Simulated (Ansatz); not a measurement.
**NaB in Ibam, a phase reached by a soft mode: following an unstable mode**

Aim: this structure of NaB in Ibam, a phase reached by a soft mode is to be tested for unstable modes, and one is followed downhill.

Main program and level: Ansatz 0.2.0; DFT PBEsol, scalar-relativistic, plane waves, PAW; PAW set soft_1.

## 1. Starting point

Symmetry: Ibam, No. 72, orthorhombic system. The conventional cell has a = 7.958 Å, b = 9.902 Å, c = 3.222 Å, α = 90.00°, β = 90.00°, γ = 90.00°. Nearest to Na lie 4 B at 2.65 to 3.01 Å and 2 Na at 2.99 Å. Nearest to B lie 5 B at 1.62 to 2.62 Å and 4 Na at 2.65 to 3.01 Å. Farther neighbours are not listed.

## 2. Zone-centre response

This phase was reached earlier by freezing in an unstable mode of a structure of higher symmetry and relaxing. Its zone-centre modes can show that it is still unstable.

input.yaml

```yaml
crystal:
  lattice:
    - [-3.9791959742, 4.9511401026, 1.6110593459]
    - [3.9791959742, -4.9511401026, 1.6110593459]
    - [3.9791959742, 4.9511401026, -1.6110593459]
  atoms:
    - { symbol: Na, position: [0.1372085014, 0.6763562537, 0.8135647551] }
    - { symbol: Na, position: [0.6372085014, 0.8236437463, 0.4608522476] }
    - { symbol: Na, position: [0.3627914986, 0.1763562537, 0.5391477524] }
    - { symbol: Na, position: [0.8627914986, 0.3236437463, 0.1864352449] }
    - { symbol: B, position: [0.604604809, 0.4925745064, 0.0971793155] }
    - { symbol: B, position: [0.104604809, 0.0074254936, 0.1120303026] }
    - { symbol: B, position: [0.895395191, 0.9925745064, 0.8879696974] }
    - { symbol: B, position: [0.395395191, 0.5074254936, 0.9028206845] }
kpoints:
  mp_grid: { grid: [12, 12, 12] }
hamiltonian:
  xc: pbesol
  pseudopotentials: { kind: paw, azcp: { folder: soft_1 }, xc_functional: pbe }
scf:
  occupations: { method: methfessel_paxton, width: 0.2 }
output:
  eigenvalues: true
phonons:
  method: dfpt
```

Command:

```console
$ ansatz run input.yaml --threads 4 --pin off --max-ram 10240MiB --backend cpu --events-out ev --progress --plain --runs-dir out
```

Numbers of over 12 decimals in the logs are rounded to 6 here.

The program printed:

```text
zone centre: on kpoints.mp_grid the ground state, and the responses unless they are solved on pairs of k-points, stand on 476 of the mesh's 1728 k-points, reduced under 2 symmetry operations, with k and −k counted as one. Each operation leaves every solved displacement unchanged or reverses it
Engine: ansatz 0.2.0, aarch64-unknown-linux-gnu
Pseudopotentials: kind: paw
Pseudopotential: Na, paw, valence charge 9, recommended cutoff 420 eV (normal), soft_1/Na.paw.azcp
Pseudopotential: B, paw, valence charge 3, recommended cutoff 420 eV (normal), soft_1/B.paw.azcp
Functional definition: PBEsol
  exchange = pbesol_x
  correlation = pbesol_c
Crystal: 8 atoms, lattice volume = 126.962 Å³
Basis set: ecut = 420 eV, 2469 PW (Γ), exchange–correlation on 96×96×96 points (8 copies of the dense FFT grid, shifted against one another)
Bands: 32, of which v1, the nominal top of the filled ones, is band 24 counted from 1 (23 counted from 0)
Symmetry: 8 space group operations
k-points: 476 of 1728 (irreducible under 2 space group operations, time reversal used)
Non-local potential: Na, projectors of the file, l = 0: 3, l = 1: 2, l = 2: 1
Non-local potential: B, projectors of the file, l = 0: 2, l = 1: 2, l = 2: 1
PAW form: soft (Blöchl's): semilocal exchange-correlation on the pseudo side does not see the compensation charge
PAW frozen core: Na, regenerated for the run's functional, and the local potential with it (the file was generated under x = pbe(κ = 0.804, μ = 0.219515), c = pbe(β = 0.066725))
PAW frozen core: B, regenerated for the run's functional, and the local potential with it (the file was generated under x = pbe(κ = 0.804, μ = 0.219515), c = pbe(β = 0.066725))
PAW one-centre angular grid: Na, 110 points (default); XC on 64 Gauss nodes
PAW one-centre angular grid: B, 110 points (default); XC on 64 Gauss nodes
Initial density: superposition of atomic densities (chi_scale 0.1, normalization cell, long waves kept (reshape's long-wave potential 0.22 eV rms))
Initial wavefunctions: pseudopotential atomic-orbital guess
Functional: x = pbesol(κ = 0.804, μ = 0.123457), c = pbesol(β = 0.046)
SCF iter   1: F=—  HF=-6512.247438 eV  |F-HF|=—  |Δ(HF+E_count)|=         —  Δρ=4.88e-2  dr2=3.23e0  ethr=3.10e-3  ⟨swp⟩=5.8  Hψ=63629  notcnv=0
preconditioner: auto → Kerker (q_TF=auto, 2.320 Å⁻¹)  [metal: Δε(μ)=0.007 eV  Ē_g=8.337 eV  σ=0.200 eV  W_gap=0.03  n_scr=24 (ndim 8)  ℏωp=13.2 eV  f_vac=0.000  D(μ)=2.10/eV (n_scr^D=8)]
SCF iter   2: F=—  HF=-6511.538058 eV  |F-HF|=—  |Δ(HF+E_count)|=   7.09e-1  S|Δr|=    0.00e0  Δρ=2.75e-2  dr2=1.09e0  ethr=3.10e-3  ⟨swp⟩=2.1  Hψ=22303  notcnv=0  defer=864
SCF iter   3: F=—  HF=-6511.181792 eV  |F-HF|=—  |Δ(HF+E_count)|=   3.56e-1  S|Δr|=    0.00e0  Δρ=3.69e-3  dr2=4.09e-2  ethr=2.27e-3  ⟨swp⟩=2.2  Hψ=20875  notcnv=0  defer=864
SCF iter   4: F=—  HF=-6511.177614 eV  |F-HF|=—  |Δ(HF+E_count)|=   4.18e-3  S|Δr|=    0.00e0  Δρ=1.80e-3  dr2=8.88e-3  ethr=8.52e-5  ⟨swp⟩=1.1  Hψ=19081  notcnv=0  defer=1007
SCF iter   5: F=—  HF=-6511.175814 eV  |F-HF|=—  |Δ(HF+E_count)|=   1.80e-3  S|Δr|=    0.00e0  Δρ=4.21e-4  dr2=4.52e-4  ethr=1.85e-5  ⟨swp⟩=2.9  Hψ=24369  notcnv=0  defer=1007
SCF iter   6: F=—  HF=-6511.175703 eV  |F-HF|=—  |Δ(HF+E_count)|=   1.10e-4  S|Δr|=    0.00e0  Δρ=1.14e-4  dr2=3.22e-5  ethr=9.41e-7  ⟨swp⟩=2.0  Hψ=18012  notcnv=0  defer=1007
SCF iter   7: F=—  HF=-6511.175699 eV  |F-HF|=—  |Δ(HF+E_count)|=   4.35e-6  S|Δr|=    0.00e0  Δρ=3.26e-5  dr2=2.43e-6  ethr=6.70e-8  ⟨swp⟩=3.0  Hψ=24818  notcnv=0  defer=1007
SCF iter   8: F=—  HF=-6511.175694 eV  |F-HF|=—  |Δ(HF+E_count)|=   5.10e-6  S|Δr|=    0.00e0  Δρ=6.82e-6  dr2=1.25e-7  ethr=5.07e-9  ⟨swp⟩=1.8  Hψ=15181  notcnv=0  defer=1007
SCF iter   9: F=—  HF=-6511.175694 eV  |F-HF|=—  |Δ(HF+E_count)|=   3.66e-9  S|Δr|=    0.00e0  Δρ=1.87e-6  dr2=8.99e-9  ethr=2.61e-10  ⟨swp⟩=2.8  Hψ=23030  notcnv=0  defer=1007
SCF iter  10: F=—  HF=-6511.175694 eV  |F-HF|=—  |Δ(HF+E_count)|=  4.53e-10  S|Δr|=    0.00e0  Δρ=4.93e-7  dr2=5.07e-10  ethr=1.87e-11  ⟨swp⟩=2.2  Hψ=17347  notcnv=0  defer=1007
SCF iter  11: F=—  HF=-6511.175694 eV  |F-HF|=—  |Δ(HF+E_count)|=  5.82e-11  S|Δr|=    0.00e0  Δρ=1.23e-7  dr2=3.20e-11  ethr=1.06e-12  ⟨swp⟩=2.2  Hψ=18355  notcnv=0  defer=1007
SCF iter  12: F=-6511.175694 eV  HF=-6511.175694 eV  |F-HF|=3.64e-12  |Δ(HF+E_count)|=  8.64e-11  S|Δr|=    0.00e0  Δρ=5.08e-8  dr2=3.79e-12  ethr=1.00e-12  ⟨swp⟩=12.8  Hψ=90323  notcnv=0
SCF 1 converged in 12 iterations: F = -6511.175694 eV  dr2 = 3.79e-12
  greatest PAW one-centre occupation: 0.999 electrons in one spin orbital (limit 2), on the Na atom at site 3 (counted from 0), in its partial waves of l = 0
DFPT response loops at Γ: preconditioner auto → Kerker (q_TF=auto, 2.320 Å⁻¹) (partly filled bands, converged f_vac=0.000); β = 1.00, the filter's whole step (`scf.mixing.beta` (0.50) is not read by the response loops under this deck's `scf.mixing.preconditioner`; to damp them name `kerker` or `kerker_dos`, under which they read `scf.mixing.beta`, and type it under 1.00, their step now; both keys bind the ground state too); Broyden in place of MSR1
SCF converged after 12 iterations
Stability not checked: this state was not tested for a lower state beside it, because cold or Methfessel-Paxton smearing, or corrected tetrahedra, fill the levels in a way that the test cannot read (fill_not_monotonic; see scf.lower_state_search)
Free energy (F): -6511.175694 eV
Harris-Foulkes:  -6511.175694 eV  (|F-HF|=3.64e-12)
Internal energy: -6511.171954 eV  (E = F + TS)
E sigma→0 (E₀):  -6511.174759 eV
Entropy (-TS):   -0.003740 eV (-0.467 meV/atom)
Fermi energy:    5.035663 eV
--- Per-component energies (eV) ---
  E_band       = -851.275640
  E_kinetic    = 639.556541
  E_local      = -5910.672259  (includes V_loc(G=0)·N_el)
  E_nonlocal   = 1151.183504
  E_hartree    = 2003.364166
  E_xc         = -271.391773
  E_vxc        = -336.337658  (∫ρ·V_xc dr)
  E_paw        = -1434.419771  (= ΣΔE_a)
  E_vpaw       = -401.734296  (= ΣTr[D̂ρ^β])
  E_aug_tail   = 0.000116  (compensation charges beyond the density's cutoff)
  E_ewald      = -2689.070099
  E_core_change = 0.277619  (= ΣΔE_core)
  E_smearing   = -0.003740  (= −TS)
  E_closure    = -0.000000  (closes the sum)
  Σ components = -6511.175694   (vs F -6511.175694, Δ=0.00e0)
--- Band table (eV; the first three rows and the last of 476) ---
  k-point 0: bands = [... 20 lower, 0.6247, 2.2430, 2.2646, 3.2455, 5.2886, 7.2517, 7.7365, 8.1347, ... 4 higher]
  k-point 1: bands = [... 20 lower, 0.6211, 2.2648, 2.2751, 3.2392, 5.3667, 7.0080, 7.7355, 8.3547, ... 4 higher]
  k-point 2: bands = [... 20 lower, 0.6029, 2.2655, 2.3667, 3.2330, 5.5819, 6.6055, 7.7322, 8.1239, ... 4 higher]
  k-point 475: bands = [... 20 lower, 0.5541, 2.2722, 3.1556, 3.3862, 4.6714, 6.7837, 7.6965, 8.5855, ... 4 higher]
--- Phonons (Γ-DFPT): 6 representative perturbations + reference, on 476 of 1728 k-points (Σ response iterations 18) ---
  k mesh reduced under 2 symmetry operations, with k and −k counted as one. Each operation leaves every solved displacement unchanged or reverses it
  ASR residual: 7.660e-5 → 0.000e0 eV/Å²; symmetrization residual: 2.847e-6 eV/Å²
  ASR residual per site (eV/Å²): 7.66e-5 7.66e-5 7.66e-5 7.66e-5 7.05e-6 7.05e-6 7.05e-6 7.05e-6
  Γ frequencies (cm⁻¹): -320.87 -80.64 0.00 0.00 0.00 46.43 80.41 97.15 106.05 108.74 132.26 165.51 170.17 178.58 186.37 217.28 233.24 253.25 262.16 335.56 380.00 441.84 1192.72 1320.20
  non-analytic LO–TO correction: not included (Born effective charges unavailable; polar crystals: no LO–TO splitting at Γ)
```

Wall time 5.8 min (4 threads of Arm Neoverse V2, shared host); peak memory 5.2 GiB.

The column dr2 measures how far the density is from self-consistency, as an energy; F and HF (Harris–Foulkes) agree once it is small.

This step gave:

- volume per atom: 15.87 Å³
- gap on the k-mesh: 0 eV
- sum-rule residual before enforcement: 7.66e-5 eV/Å²
- point group: mmm
- highest optical mode at the zone centre (no LO-TO term): 1320 cm⁻¹
- lowest optical zone-centre mode: -320.9 cm⁻¹

Patterns of degenerate modes are one choice out of their space. Modes at Γ, with each element's share of the kinetic energy (negative means imaginary):

```
mode  frequency (cm⁻¹)  symmetry  Na %  B %
   1            -320.9       B3g     0  100
   2             -80.6       B1g    80   20
   3               0.0  acoustic    68   32
   4               0.0  acoustic    68   32
   5               0.0  acoustic    68   32
   6              46.4       B1u    32   68
   7              80.4       B2u    33   67
   8              97.2        Au   100    0
   9             106.0       B2g   100    0
  10             108.7       B3g   100    0
  11             132.3       B3u    87   13
  12             165.5        Ag    98    2
  13             170.2       B1g    92    8
  14             178.6       B2u    94    6
  15             186.4       B1g     5   95
  16             217.3       B3u    16   84
  17             233.2        Ag    99    1
  18             253.2       B3u    29   71
  19             262.2       B1g    23   77
  20             335.6       B2u     6   94
  21             380.0        Ag     1   99
  22             441.8        Ag     2   98
  23            1192.7       B2g     0  100
  24            1320.2        Au     0  100
```

Displacements in mode 1 (-320.9 cm⁻¹), the largest set to 1:
```
Na1  0.00  0.00 -0.01
Na2  0.00  0.00 -0.01
Na3  0.00  0.00  0.01
Na4  0.00  0.00  0.01
B5   0.00  0.00 -1.00
B6   0.00  0.00 -1.00
B7   0.00  0.00  1.00
B8   0.00  0.00  1.00
```

Displacements in mode 18 (253.2 cm⁻¹), the largest set to 1:
```
Na1 -0.47  0.14  0.00
Na2 -0.47 -0.14  0.00
Na3 -0.47 -0.14  0.00
Na4 -0.47  0.14  0.00
B5   1.00 -0.49  0.00
B6   1.00  0.49  0.00
B7   1.00  0.49  0.00
B8   1.00 -0.49  0.00
```

Before it was imposed, the acoustic sum rule was missed by 7.7e-5 eV/Å². Small misses are needed for a sound result but don't prove that mesh and cutoff are converged. The lowest optical mode is imaginary, 320.9i cm⁻¹, so the energy falls along it.

## 3. The mode frozen in, largest atomic shift 0 Å

The mode followed lies at Γ with frequency 320.9i cm⁻¹, the softest among the wavevectors solved. At small amplitude the distorted cell has space group no. 15 by a symmetry search on the positions. The undistorted cell that holds it gives the zero of energy on the same k mesh.

Changes to input.yaml since step 2:

```diff
@@ -22,4 +22,4 @@
 output:
+  forces: true
+  stress: true
   eigenvalues: true
-phonons:
-  method: dfpt
```

The program printed:

```text
[...]
k-point 0: bands = [... 20 lower, 0.6247, 2.2430, 2.2646, 3.2455, 5.2886, 7.2517, 7.7365, 8.1347, ... 4 higher]
  k-point 1: bands = [... 20 lower, 0.6211, 2.2648, 2.2751, 3.2392, 5.3667, 7.0080, 7.7355, 8.3547, ... 4 higher]
  k-point 2: bands = [... 20 lower, 0.6029, 2.2655, 2.3666, 3.2330, 5.5819, 6.6055, 7.7322, 8.1239, ... 4 higher]
  k-point 279: bands = [... 20 lower, 0.5541, 2.2721, 3.1556, 3.3862, 4.6714, 6.7837, 7.6965, 8.5855, ... 4 higher]
[key lines of the parts left out:]
SCF converged after 9 iterations
Free energy (F): -6511.175694 eV
Fermi energy:    5.035653 eV
P = ⅓ Tr σ = -0.0012 GPa (-0.012 kbar)
```

It took 13 s on 4 threads; peak memory 0.97 GiB; 53 s of CPU time.

Numbers from this step:

```yaml
pressure: -0.001242 GPa
energy_from_the_undistorted_cell: 0 meV/atom
```

The run ends at a pressure of 0.00 GPa, with forces up to 2.2e-4 eV/Å.

## 4. The mode frozen in, largest atomic shift 0.45 Å

The atoms are moved along the unstable eigenvector, the largest shift by 0.45 Å, with the cell fixed.

input.yaml, the sections that differ from step 3:

```yaml
crystal:
  lattice:
    - [-3.9791959742, 4.9511401026, 1.6110593459]
    - [3.9791959742, -4.9511401026, 1.6110593459]
    - [3.9791959742, 4.9511401026, -1.6110593459]
  atoms:
    - { symbol: Na, position: [0.1352961569, 0.6744439093, 0.8135647551] }
    - { symbol: Na, position: [0.6352961569, 0.8217314018, 0.4608522476] }
    - { symbol: Na, position: [0.3647038431, 0.1782685982, 0.5391477524] }
    - { symbol: Na, position: [0.8647038431, 0.3255560907, 0.1864352449] }
    - { symbol: B, position: [0.4649451493, 0.3529148467, 0.0971793155] }
    - { symbol: B, position: [-0.0350548507, -0.1322341661, 0.1120303026] }
    - { symbol: B, position: [1.0350548507, 1.1322341661, 0.8879696974] }
    - { symbol: B, position: [0.5350548507, 0.6470851533, 0.9028206845] }
# kpoints, hamiltonian, scf, output: as in step 3
```

The program printed:

```text
[...]
Crystal: 8 atoms, lattice volume = 126.962 Å³
Basis set: ecut = 420 eV, 2469 PW (Γ), FFT grids on a1+a2, a2, a3, exchange–correlation on 48×90×90 points (8 copies of the dense FFT grid, shifted against one another)
Bands: 32, of which v1, the nominal top of the filled ones, is band 24 counted from 1 (23 counted from 0)
Symmetry: 4 space group operations
[...]
k-point 0: bands = [... 20 lower, 0.9240, 1.2177, 2.2216, 3.2512, 5.2806, 7.2596, 8.1292, 8.6563, ... 4 higher]
  k-point 1: bands = [... 20 lower, 0.9237, 1.2175, 2.2538, 3.2449, 5.3587, 7.0154, 8.3496, 8.5884, ... 4 higher]
  k-point 2: bands = [... 20 lower, 0.9229, 1.2170, 2.3455, 3.2390, 5.5740, 6.6138, 8.1238, 8.6358, ... 4 higher]
  k-point 475: bands = [... 20 lower, 0.9157, 1.2180, 3.1782, 3.3609, 4.6639, 6.7873, 8.5797, 8.7414, ... 4 higher]
[key lines of the parts left out:]
SCF converged after 9 iterations
Free energy (F): -6511.621191 eV
Fermi energy:    5.065157 eV
P = ⅓ Tr σ = -0.7330 GPa (-7.330 kbar)
```

Wall time 25 s (4 threads); peak memory 1.4 GiB; 97 s of CPU time.

Numbers from this step:

* pressure: -0.7330 GPa
* energy from the undistorted cell: -55.72 meV/atom

The energy, extrapolated to zero smearing, is -55.72 meV/atom against the undistorted cell.

The run ends at a pressure of -0.73 GPa, with forces up to 0.93 eV/Å.

## 5. Energy along the mode, all amplitudes (two of the runs are shown above)

An imaginary frequency means negative curvature, so the energy should fall and then rise again as anharmonic terms take over.

This step gave:

```
depth at the lowest point sampled  : 55.72 meV/atom
largest atomic shift at that point : 0.45 Å
```

The energy from the parent by largest atomic shift:

```
largest atomic shift (Å)  energy from the parent (meV/atom)
                   0.000                                  0
                   0.040                              -1.62
                   0.080                              -6.24
                   0.140                              -17.4
                   0.220                              -35.3
                   0.320                              -53.1
                   0.450                              -55.7
                   0.600                              -28.9
```

Displacement at unit largest shift by atom:

```
atom  x (Å)  y (Å)  z (Å)  size
 Na1   0.00   0.00  -0.01  0.01
 Na2   0.00   0.00  -0.01  0.01
 Na3   0.00   0.00   0.01  0.01
 Na4   0.00   0.00   0.01  0.01
  B5   0.00   0.00  -1.00  1.00
  B6   0.00   0.00  -1.00  1.00
  B7   0.00   0.00   1.00  1.00
  B8   0.00   0.00   1.00  1.00
```

The lowest of the steps tried is at 0.45 Å, 55.7 meV/atom below the parent; the bottom of the well need not coincide with a step.

[end of part 1 of 3]

[Logs are printed without paths, hosts, clocks, repeated set-up lines and the standing remarks that a program may print on its own settings, such as how far it seeks lower states.]

[Hosts, paths, dates, database ids (printed as entryN), source tags and the programs' standing remarks are cut or masked in the printed files.]
